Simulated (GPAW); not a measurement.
# Polarising a 9-layer slab of Ag(110) with a field along the normal

The dipole of the cell at several fields, atoms fixed. What does the strongest field give, and what length does the slope stand for?

Set-up. GPAW 26.7.0, plane waves (400 eV), PAW setups, PBE, 8×11 mesh, a dipole layer in the vacuum; geometry relaxed without an applied field with GPAW. The cell's area is 11.83 Å², and e/ε0 = 180.95 V Å.

What came out, but for one run:

| field (V/Å) | dipole (e Å) |
| --- | --- |
| −0.2 | −0.1913 |
| −0.1 | −0.0958 |
| −0.05 | −0.0482 |
| 0.05 | 0.0470 |
| 0.1 | ? |

To predict: What is the dipole at 0.1 V/Å?

**Working.** A line through the 4 points has the slope α = 0.953 e Å per V/Å and the intercept p₀ = −0.0006 e Å (r.m.s. residual 7.8e−05). At 0.1 V/Å it gives p = −0.0006 + 0.953 × 0.1 = 0.0947 e Å; the run gives 0.0944 e Å, so the response stays linear to 0.3 % of the induced part. Dividing by ε0 and the area: α/(ε0 A) = 0.953 × 180.95 / 11.83 = 14.58 Å, against 11.70 Å between the outer nuclei. A metal screens fully, so the excess of 2.88 Å puts the image planes about 1.44 Å outside the outer atoms on average.

Caveats: This is the electronic response alone; ions that move would add to it in polar layers. No run was spin-polarised, so magnetic states weren't tested.
